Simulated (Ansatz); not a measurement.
# K on Ag(111): change of the work function

How does one ordered layer of K (fcc site) change the work function of Ag(111), and what dipole does each adsorbate carry?

Calculated with Ansatz 0.2.0; plane-wave DFT, PBE, Ansatz PAW.

### Step 1. The system as given

The cell holds 4 atoms: 4 Ag. Its edges and angles: a = 2.892 Å, b = 2.892 Å, c = 25.084 Å, α = 90.0°, β = 90.0°, γ = 60.0°. Vacuum lies along c.

As a file:

```cif
data_structure
_symmetry_space_group_name_H-M 'P 1'
_symmetry_Int_Tables_number 1
_cell_length_a 2.8921
_cell_length_b 2.8921
_cell_length_c 25.0841
_cell_angle_alpha 90.000
_cell_angle_beta 90.000
_cell_angle_gamma 60.000
_cell_volume 181.70
loop_
_atom_site_label
_atom_site_type_symbol
_atom_site_fract_x
_atom_site_fract_y
_atom_site_fract_z
_atom_site_occupancy
Ag1 Ag 0.00000 0.00000 0.35879 1
Ag2 Ag 0.33333 0.33333 0.45293 1
Ag3 Ag 0.66667 0.66667 0.54707 1
Ag4 Ag 0.00000 0.00000 0.64121 1
```

### Step 2. The clean slab

The bare slab comes first, as the zero from which every change is counted. The two lowest layers are held at bulk places and the upper ones relax. The dipole correction removes the false field that a one-sided slab makes across the periodic vacuum, so each face gets a flat vacuum level of its own.

Input file input.yaml:

```yaml
crystal:
  lattice:
    - [2.8920667351, 0.0, 0.0]
    - [1.4460333675, 2.504603262, 0.0]
    - [0.0, 0.0, 25.084087803]
  atoms:
    - { symbol: Ag, position: [0.0, 0.0, 0.3587931947] }
    - { symbol: Ag, position: [0.3333333333, 0.3333333333, 0.4529310649] }
    - { symbol: Ag, position: [0.6666666667, 0.6666666667, 0.5470689351] }
    - { symbol: Ag, position: [0.0, 0.0, 0.6412068053] }
kpoints:
  mp_grid: { grid: [12, 12, 1] }
hamiltonian:
  xc: pbe
scf:
  occupations: { method: fermi_dirac, width: 0.1 }
  convergence: { dr2_threshold: 1.0e-08 }
efield:
  axis: 3
  dipole_correction: true
  ramp_position: 0.97
  ramp_width: 0.06
relax:
  f_tol: 0.02
  max_steps: 60
  constraints: [{ sites: [0, 1] }]
output:
  write_potential: true
  write_density: true
  volumetric_format: npy
```

The run is started by

```sh
$ ansatz run input.yaml --threads 4 --pin off --max-ram 6144MiB --backend cpu --events-out ev --progress --plain --runs-dir out
```

The log of the run:

```text
Engine: ansatz 0.2.0, aarch64-unknown-linux-gnu
Pseudopotentials: kind: paw
Pseudopotential: Ag, paw, valence charge 19, recommended cutoff 420 eV (normal), Ag.paw.azcp
Functional definition: PBE
  parameter kappa = 0.804
  parameter beta = 0.066725
  exchange = pbe_x(kappa = kappa, mu = beta*pi^2/3)
  correlation = pbe_c(beta = beta)
Crystal: 4 atoms, lattice volume = 181.696 Å³
Basis set: ecut = 420 eV, 3551 PW (Γ), exchange–correlation on 40×40×360 points (8 copies of the dense FFT grid, shifted against one another)
Bands: 46, of which v1, the nominal top of the filled ones, is band 38 counted from 1 (37 counted from 0)
Symmetry: 6 space group operations
k-points: 19 of 144 (time reversal used)
Non-local potential: Ag, projectors of the file, l = 0: 3, l = 1: 2, l = 2: 2, l = 3: 1
PAW form: soft (Blöchl's): semilocal exchange-correlation on the pseudo side does not see the compensation charge
PAW one-centre angular grid: Ag, 590 points (default); XC on 64 Gauss nodes
Initial density: superposition of atomic densities (neutral atoms: chi_scale 0, normalization atom), corrected by the library's trained network
Initial wavefunctions: pseudopotential atomic-orbital guess
Functional: x = pbe(κ = 0.804, μ = 0.219515), c = pbe(β = 0.066725)
SCF iter   1: F=—  HF=-30361.536039 eV  |F-HF|=—  |Δ(HF+E_count)|=         —  Δρ=1.43e-3  dr2=2.13e-2  ethr=1.77e-3  p=0.000 e·Å  D=4.57e-14 V/Å  ΔV_dip=-0.00 eV  dr2_dipole=1.51e-9  V_vac-E_F(+/−)=4.39/4.39 eV  ⟨swp⟩=7.4  Hψ=3672  notcnv=0  defer=12
efield: sawtooth ramp at fractional position 0.9700 (set: `efield.ramp_position`, or a place that a band, a saddle search or an elastic batch's reference lends), width 0.0600; the density the first Hamiltonian is built on has a dipole p = 0.000 e·Å; the dipole correction subtracts the counter field D = 4.57e-14 V/Å, which shifts the + side's vacuum level by -0.00 eV against the − side's; the planar-averaged density in the ramp window peaks in size at 3.3e-6 e/Å³
preconditioner: auto → LDOS  [metal: Δε(μ)=0.132 eV  Ē_g=9.346 eV  σ=0.100 eV  W_gap=0.32  n_scr=18 (ndim 8)  ℏωp=18.3 eV  f_vac=0.583  D(μ)=0.82/eV (n_scr^D=6)  β→1.0]
SCF iter   2: F=—  HF=-30361.540493 eV  |F-HF|=—  |Δ(HF+E_count)|=   4.45e-3  Δρ=1.71e-3  dr2=1.09e-2  ethr=2.80e-5  p=-0.000 e·Å  D=-9.70e-6 V/Å  ΔV_dip=0.00 eV  dr2_dipole=2.53e-10  V_vac-E_F(+/−)=4.43/4.43 eV  ⟨swp⟩=2.2  Hψ=1740  notcnv=0  defer=25
SCF iter   3: F=—  HF=-30361.538911 eV  |F-HF|=—  |Δ(HF+E_count)|=   1.58e-3  Δρ=5.15e-4  dr2=3.96e-4  ethr=1.43e-5  p=-0.000 e·Å  D=-2.39e-6 V/Å  ΔV_dip=0.00 eV  dr2_dipole=6.30e-10  V_vac-E_F(+/−)=4.45/4.45 eV  ⟨swp⟩=2.0  Hψ=1312  notcnv=0  defer=25
SCF iter   4: F=—  HF=-30361.538844 eV  |F-HF|=—  |Δ(HF+E_count)|=   6.66e-5  Δρ=7.08e-5  dr2=1.22e-5  ethr=5.20e-7  p=-0.000 e·Å  D=-1.65e-6 V/Å  ΔV_dip=0.00 eV  dr2_dipole=2.09e-10  V_vac-E_F(+/−)=4.45/4.45 eV  ⟨swp⟩=3.2  Hψ=1672  notcnv=0  defer=25
SCF iter   5: F=—  HF=-30361.538814 eV  |F-HF|=—  |Δ(HF+E_count)|=   3.00e-5  Δρ=2.65e-5  dr2=1.77e-6  ethr=1.60e-8  p=-0.000 e·Å  D=-4.88e-8 V/Å  ΔV_dip=0.00 eV  dr2_dipole=3.15e-12  V_vac-E_F(+/−)=4.45/4.45 eV  ⟨swp⟩=2.6  Hψ=1527  notcnv=0  defer=25
SCF iter   6: F=—  HF=-30361.538866 eV  |F-HF|=—  |Δ(HF+E_count)|=   5.23e-5  Δρ=9.20e-6  dr2=1.40e-7  ethr=2.33e-9  p=0.000 e·Å  D=9.44e-8 V/Å  ΔV_dip=-0.00 eV  dr2_dipole=1.07e-12  V_vac-E_F(+/−)=4.46/4.46 eV  ⟨swp⟩=2.2  Hψ=1220  notcnv=0  defer=25
SCF iter   7: F=—  HF=-30361.538866 eV  |F-HF|=—  |Δ(HF+E_count)|=   3.56e-8  Δρ=3.14e-6  dr2=2.09e-8  ethr=1.84e-10  p=0.000 e·Å  D=3.04e-8 V/Å  ΔV_dip=-0.00 eV  dr2_dipole=1.25e-13  V_vac-E_F(+/−)=4.46/4.46 eV  ⟨swp⟩=2.4  Hψ=1586  notcnv=0  defer=25
SCF iter   8: F=-30361.538866 eV  HF=-30361.538866 eV  |F-HF|=2.75e-9  |Δ(HF+E_count)|=   5.33e-9  Δρ=6.78e-7  dr2=5.64e-10  ethr=1.32e-11  p=-0.000 e·Å  D=-8.55e-9 V/Å  ΔV_dip=0.00 eV  dr2_dipole=6.95e-15  V_vac-E_F(+/−)=4.46/4.46 eV  ⟨swp⟩=8.7  Hψ=5198  notcnv=0
SCF 1 converged in 8 iterations: F = -30361.538866 eV  dr2 = 5.64e-10
  greatest PAW one-centre occupation: 1.000 electrons in one spin orbital (limit 2), on the Ag atom at site 1 (counted from 0), in its partial waves of l = 0
relax step   1: F+E_penalty+E_count = -30361.53886649 eV  Δ(F+E_penalty+E_count) = +0.000e0 eV  max|allowed force component| = 1.394e-1 eV/Å  Δτ_max = 0.0000 Å  (8 SCF iters, accepted)
Initial density: handed on by an earlier stage of this run
Initial wavefunctions: those handed on with the density
iter 1 solved again at ethr=1.65e-5 eV; its pass at ethr=3.10e-3 eV (dr2=1.25e-2 eV) is discarded
SCF iter   1: F=—  HF=-30361.545702 eV  |F-HF|=—  |Δ(HF+E_count)|=         —  Δρ=2.56e-3  dr2=1.12e-2  ethr=1.65e-5  p=-0.000 e·Å  D=-2.89e-8 V/Å  ΔV_dip=0.00 eV  dr2_dipole=8.08e-5  V_vac-E_F(+/−)=4.45/4.45 eV  ⟨swp⟩=2.0  Hψ=3443  notcnv=0  defer=33
efield: sawtooth ramp at fractional position 0.9700 (set: `efield.ramp_position`, or a place that a band, a saddle search or an elastic batch's reference lends), width 0.0600; the density the first Hamiltonian is built on has a dipole p = -0.000 e·Å; the dipole correction subtracts the counter field D = -2.89e-8 V/Å, which shifts the + side's vacuum level by +0.00 eV against the − side's; the planar-averaged density in the ramp window peaks in size at 6.5e-7 e/Å³
preconditioner: auto → LDOS  [metal: Δε(μ)=0.209 eV  Ē_g=9.267 eV  σ=0.100 eV  W_gap=0.48  n_scr=18 (ndim 8)  ℏωp=18.3 eV  f_vac=0.579  D(μ)=0.92/eV (n_scr^D=6)  β→1.0]
SCF iter   2: F=—  HF=-30361.545730 eV  |F-HF|=—  |Δ(HF+E_count)|=   2.81e-5  Δρ=2.20e-3  dr2=1.62e-2  ethr=1.47e-5  p=0.001 e·Å  D=1.26e-3 V/Å  ΔV_dip=-0.03 eV  dr2_dipole=1.53e-3  V_vac-E_F(+/−)=4.40/4.43 eV  ⟨swp⟩=2.1  Hψ=1485  notcnv=0  defer=33
SCF iter   3: F=—  HF=-30361.542249 eV  |F-HF|=—  |Δ(HF+E_count)|=   3.48e-3  Δρ=4.16e-4  dr2=3.20e-4  ethr=1.47e-5  p=-0.002 e·Å  D=-1.87e-3 V/Å  ΔV_dip=0.05 eV  dr2_dipole=4.02e-5  V_vac-E_F(+/−)=4.49/4.44 eV  ⟨swp⟩=2.0  Hψ=1399  notcnv=0  defer=33
SCF iter   4: F=—  HF=-30361.542227 eV  |F-HF|=—  |Δ(HF+E_count)|=   2.28e-5  Δρ=2.30e-4  dr2=1.11e-4  ethr=4.21e-7  p=-0.001 e·Å  D=-1.01e-3 V/Å  ΔV_dip=0.03 eV  dr2_dipole=2.23e-7  V_vac-E_F(+/−)=4.47/4.44 eV  ⟨swp⟩=2.2  Hψ=1528  notcnv=0  defer=33
SCF iter   5: F=—  HF=-30361.542207 eV  |F-HF|=—  |Δ(HF+E_count)|=   1.94e-5  Δρ=3.25e-5  dr2=3.43e-6  ethr=1.46e-7  p=-0.001 e·Å  D=-1.14e-3 V/Å  ΔV_dip=0.03 eV  dr2_dipole=7.58e-7  V_vac-E_F(+/−)=4.47/4.44 eV  ⟨swp⟩=2.0  Hψ=1327  notcnv=0  defer=33
SCF iter   6: F=—  HF=-30361.542212 eV  |F-HF|=—  |Δ(HF+E_count)|=   4.87e-6  Δρ=1.26e-5  dr2=2.99e-7  ethr=4.51e-9  p=-0.001 e·Å  D=-1.17e-3 V/Å  ΔV_dip=0.03 eV  dr2_dipole=8.71e-9  V_vac-E_F(+/−)=4.47/4.44 eV  ⟨swp⟩=2.0  Hψ=1297  notcnv=0  defer=33
SCF iter   7: F=—  HF=-30361.542212 eV  |F-HF|=—  |Δ(HF+E_count)|=   9.44e-8  Δρ=3.85e-6  dr2=3.52e-8  ethr=3.94e-10  p=-0.001 e·Å  D=-1.17e-3 V/Å  ΔV_dip=0.03 eV  dr2_dipole=4.22e-12  V_vac-E_F(+/−)=4.47/4.44 eV  ⟨swp⟩=2.0  Hψ=1501  notcnv=0  defer=33
SCF iter   8: F=-30361.542212 eV  HF=-30361.542212 eV  |F-HF|=2.94e-9  |Δ(HF+E_count)|=   2.53e-8  Δρ=8.96e-7  dr2=1.21e-9  ethr=1.32e-11  p=-0.001 e·Å  D=-1.16e-3 V/Å  ΔV_dip=0.03 eV  dr2_dipole=2.56e-11  V_vac-E_F(+/−)=4.47/4.44 eV  ⟨swp⟩=9.0  Hψ=5308  notcnv=0
SCF 2 converged in 8 iterations: F = -30361.542212 eV  dr2 = 1.21e-9
relax step   2: F+E_penalty+E_count = -30361.54221217 eV  Δ(F+E_penalty+E_count) = -3.346e-3 eV  max|allowed force component| = 5.879e-2 eV/Å  Δτ_max = 0.1208 Å  (8 SCF iters, accepted)
SCF iter   1: F=—  HF=-30361.543984 eV  |F-HF|=—  |Δ(HF+E_count)|=         —  Δρ=9.71e-4  dr2=1.77e-3  ethr=2.01e-5  p=-0.001 e·Å  D=-1.16e-3 V/Å  ΔV_dip=0.03 eV  dr2_dipole=5.25e-5  V_vac-E_F(+/−)=4.48/4.45 eV  ⟨swp⟩=3.8  Hψ=2048  notcnv=0  defer=33
efield: sawtooth ramp at fractional position 0.9700 (set: `efield.ramp_position`, or a place that a band, a saddle search or an elastic batch's reference lends), width 0.0600; the density the first Hamiltonian is built on has a dipole p = -0.001 e·Å; the dipole correction subtracts the counter field D = -1.16e-3 V/Å, which shifts the + side's vacuum level by +0.03 eV against the − side's; the planar-averaged density in the ramp window peaks in size at 7.8e-7 e/Å³
preconditioner: auto → LDOS  [metal: Δε(μ)=0.206 eV  Ē_g=9.288 eV  σ=0.100 eV  W_gap=0.47  n_scr=18 (ndim 8)  ℏωp=18.3 eV  f_vac=0.581  D(μ)=0.89/eV (n_scr^D=6)  β→1.0]
SCF iter   2: F=—  HF=-30361.544011 eV  |F-HF|=—  |Δ(HF+E_count)|=   2.63e-5  Δρ=9.28e-4  dr2=2.53e-3  ethr=2.33e-6  p=-0.002 e·Å  D=-1.70e-3 V/Å  ΔV_dip=0.04 eV  dr2_dipole=3.84e-5  V_vac-E_F(+/−)=4.50/4.46 eV  ⟨swp⟩=2.7  Hψ=1897  notcnv=0  defer=33
SCF iter   3: F=—  HF=-30361.543427 eV  |F-HF|=—  |Δ(HF+E_count)|=   5.84e-4  Δρ=1.90e-4  dr2=6.10e-5  ethr=2.33e-6  p=-0.001 e·Å  D=-6.14e-4 V/Å  ΔV_dip=0.02 eV  dr2_dipole=4.87e-6  V_vac-E_F(+/−)=4.47/4.45 eV  ⟨swp⟩=2.0  Hψ=1396  notcnv=0  defer=33
SCF iter   4: F=—  HF=-30361.543410 eV  |F-HF|=—  |Δ(HF+E_count)|=   1.72e-5  Δρ=8.92e-5  dr2=1.40e-5  ethr=8.03e-8  p=-0.001 e·Å  D=-8.67e-4 V/Å  ΔV_dip=0.02 eV  dr2_dipole=8.57e-9  V_vac-E_F(+/−)=4.47/4.45 eV  ⟨swp⟩=2.5  Hψ=1546  notcnv=0  defer=33
SCF iter   5: F=—  HF=-30361.543410 eV  |F-HF|=—  |Δ(HF+E_count)|=   3.08e-7  Δρ=1.46e-5  dr2=9.73e-7  ethr=1.84e-8  p=-0.001 e·Å  D=-8.27e-4 V/Å  ΔV_dip=0.02 eV  dr2_dipole=2.54e-7  V_vac-E_F(+/−)=4.47/4.45 eV  ⟨swp⟩=2.0  Hψ=1332  notcnv=0  defer=33
SCF iter   6: F=—  HF=-30361.543462 eV  |F-HF|=—  |Δ(HF+E_count)|=   5.22e-5  Δρ=4.76e-6  dr2=6.37e-8  ethr=1.28e-9  p=-0.001 e·Å  D=-8.00e-4 V/Å  ΔV_dip=0.02 eV  dr2_dipole=9.85e-9  V_vac-E_F(+/−)=4.47/4.45 eV  ⟨swp⟩=2.0  Hψ=1200  notcnv=0  defer=33
SCF iter   7: F=—  HF=-30361.543462 eV  |F-HF|=—  |Δ(HF+E_count)|=   2.80e-8  Δρ=1.89e-6  dr2=1.05e-8  ethr=1.32e-11  p=-0.001 e·Å  D=-7.97e-4 V/Å  ΔV_dip=0.02 eV  dr2_dipole=1.65e-11  V_vac-E_F(+/−)=4.47/4.45 eV  ⟨swp⟩=9.1  Hψ=5615  notcnv=0
SCF iter   8: F=-30361.543462 eV  HF=-30361.543462 eV  |F-HF|=1.11e-9  |Δ(HF+E_count)|=   4.10e-9  Δρ=4.63e-7  dr2=2.69e-10  ethr=1.32e-11  p=-0.001 e·Å  D=-7.96e-4 V/Å  ΔV_dip=0.02 eV  dr2_dipole=1.32e-13  V_vac-E_F(+/−)=4.47/4.45 eV  ⟨swp⟩=8.2  Hψ=5047  notcnv=0
SCF 3 converged in 8 iterations: F = -30361.543462 eV  dr2 = 2.69e-10
relax step   3: F+E_penalty+E_count = -30361.54346218 eV  Δ(F+E_penalty+E_count) = -1.250e-3 eV  max|allowed force component| = 3.526e-3 eV/Å  Δτ_max = 0.0437 Å  (8 SCF iters, accepted)
NSCF: frozen V_eff on 19 k-points
the band table was solved once a step of the walk had ended and its energy, with any forces and stress, was formed, with the checks that follow a solve (4634 applications of the Hamiltonian). They found nothing against the state; the energy, forces and stress were not computed again (output.eigenvalues in the input reference)
SCF converged after 8 iterations
Free energy (F): -30361.543462 eV
Harris-Foulkes:  -30361.543462 eV  (|F-HF|=1.11e-9)
Internal energy: -30361.511446 eV  (E = F + TS)
E sigma→0 (E₀):  -30361.527454 eV
Entropy (-TS):   -0.032016 eV (-8.004 meV/atom)
Fermi energy:    3.774940 eV
Dipole field:    D = -0.000797 V/Å  (p = -0.000800 e·Å, saw-weighted, corrected)
Work function:   Φ+ = 4.4694 eV   Φ− = 4.4494 eV
Levels:          The Fermi level and band energies are counted from a zero that moves with the ramp; work functions are not
--- Per-component energies (eV) ---
  E_band       = -1960.547775
  E_kinetic    = 2109.099075
  E_local      = -128020.276560  (includes V_loc(G=0)·N_el)
  E_nonlocal   = 320.756910
  E_hartree    = 63107.808631
  E_xc         = -738.272180
  E_vxc        = -937.843934  (∫ρ·V_xc dr)
  E_paw        = -15609.056265  (= ΣΔE_a)
  E_vpaw       = -1647.903651  (= ΣTr[D̂ρ^β])
  E_aug_tail   = 0.001306  (compensation charges beyond the density's cutoff)
  E_efield     = 0.000000  (sawtooth field / dipole correction)
  E_vefield    = 0.001582  (∫n·V_field dr)
  E_ewald      = 48468.427637
  E_smearing   = -0.032016  (= −TS)
  E_closure    = 0.000000  (closes the sum)
  Σ components = -30361.543462   (vs F -30361.543462, Δ=0.00e0)
--- Forces (eV/Å), atoms counted from 1 ---
  atom   1  Ag    -0.00000000     0.00000000    -0.13252268
  atom   2  Ag     0.00000000    -0.00000000     0.12981903
  atom   3  Ag    -0.00000000    -0.00000000     0.00352622
  atom   4  Ag    -0.00000000    -0.00000000    -0.00082124
  max |Σ_I F_I| component: 1.33e-6 eV/Å
--- Band table (eV; the first three rows and the last of 19) ---
  k-point 0: bands = [... 34 lower, 0.3804, 0.4880, 0.4880, 0.7234, 0.7234, 2.7357, 3.9494, 7.7601, ... 4 higher]
  k-point 1: bands = [... 34 lower, 0.3192, 0.4035, 0.4876, 0.7293, 1.0045, 3.0032, 4.3438, 7.8970, ... 4 higher]
  k-point 2: bands = [... 34 lower, 0.1786, 0.4121, 0.4831, 0.7430, 1.5725, 3.6517, 5.3129, 8.3086, ... 4 higher]
  k-point 18: bands = [... 34 lower, 0.6631, 0.6714, 7.1502, 7.3285, 7.3357, 8.0731, 8.0825, 8.4313, ... 4 higher]
--- Relaxed structure (3 steps of the walk, 3 accepted, 0 SCFs on fresh bases) ---
  F+E_penalty+E_count = -30361.54346218 eV   max|allowed force component| = 3.526e-3 eV/Å
  atoms:
    - { symbol: Ag, position: [0.0, 0.0, 0.3587931947] }
    - { symbol: Ag, position: [0.333333, 0.333333, 0.452931] }
    - { symbol: Ag, position: [0.666667, 0.666667, 0.548158] }
    - { symbol: Ag, position: [2.544541e-18, -1.140002e-18, 0.644283] }
```

The job ended after 8.4 s (4 threads of Arm Neoverse V2, shared host; peak memory 0.51 GiB; 32 s of CPU time).

The steps of the relaxation:

| step | energy less that of the first step (eV) | largest force component (eV/Å) |
| --- | --- | --- |
| 1 | 0.0000 | 0.1394 |
| 2 | -0.0033 | 0.0588 |
| 3 | -0.0046 | 0.0035 |

Forces are held to the 6 operations that the program found; a distortion that breaks them can't arise in this run.

The atoms that moved most (Å):

| atom | dx | dy | dz | length |
| --- | --- | --- | --- | --- |
| Ag4 | 0.000 | 0.000 | 0.077 | 0.077 |
| Ag3 | 0.000 | 0.000 | 0.027 | 0.027 |

The relaxed structure:

```xyz
4
Lattice="2.8921 0.0000 0.0000 1.4460 2.5046 0.0000 0.0000 0.0000 25.0841" Properties=species:S:1:pos:R:3
Ag    0.0000    0.0000    9.0000
Ag    1.4460    0.8349   11.3614
Ag    2.8921    1.6697   13.7500
Ag    0.0000    0.0000   16.1612
```

This step gave:

```
energy at zero smearing   : -30361.5275 eV
work function, upper face : 4.469 eV
dipole along the normal   : -8.00e-4 e·Å
```

Running mean over 2.361 Å of the planar mean; the ramp of the sawtooth is left out. Table of electron's electrostatic potential energy less the Fermi level by z:

| z (Å) | electron's electrostatic potential energy less the Fermi level (eV) |
| --- | --- |
| 3.5 | 4.45 |
| 4.0 | 4.45 |
| 4.5 | 4.45 |
| 5.0 | 4.44 |
| 5.5 | 4.43 |
| 6.0 | 4.38 |
| 6.5 | 4.19 |
| 7.0 | 3.48 |
| 7.5 | 1.20 |
| 8.0 | -2.25 |
| 8.5 | -4.95 |
| 9.0 | -5.85 |
| 9.5 | -6.00 |
| 10.0 | -6.03 |
| 10.5 | -6.04 |
| 11.0 | -6.05 |
| 11.5 | -6.03 |
| 12.0 | -5.92 |
| 12.5 | -5.85 |
| 13.0 | -5.89 |
| 13.5 | -5.99 |
| 14.0 | -5.97 |
| 14.5 | -5.78 |
| 15.0 | -5.68 |
| 15.5 | -5.78 |
| 16.0 | -5.86 |
| 16.5 | -5.38 |
| 17.0 | -3.28 |
| 17.5 | 0.148 |
| 18.0 | 2.97 |
| 18.5 | 4.08 |
| 19.0 | 4.36 |
| 19.5 | 4.44 |
| 20.0 | 4.46 |
| 20.5 | 4.47 |
| 21.0 | 4.47 |
| 21.5 | 4.47 |
| 22.0 | 4.47 |

The relaxation took 3 steps and lowered the energy by 0.0046 eV; the largest force on the free atoms ends at 0.0035 eV/Å.

The work function of the upper face is 4.47 eV.

[end of part 1 of 2]

[Long decimals in the printed logs are rounded to 6 places.]

[Logs are printed without paths, hosts, clocks, repeated set-up lines and the standing remarks that a program may print on its own settings, such as how far it seeks lower states.]

[Hosts, paths, dates, database ids (printed as entryN), source tags and the programs' standing remarks are cut or masked in the printed files.]

[Maps of the electrostatic potential energy from Ansatz leave out the sawtooth potential of an applied field or a dipole correction, so their vacuum need not be flat; planar profiles and work functions include it.]
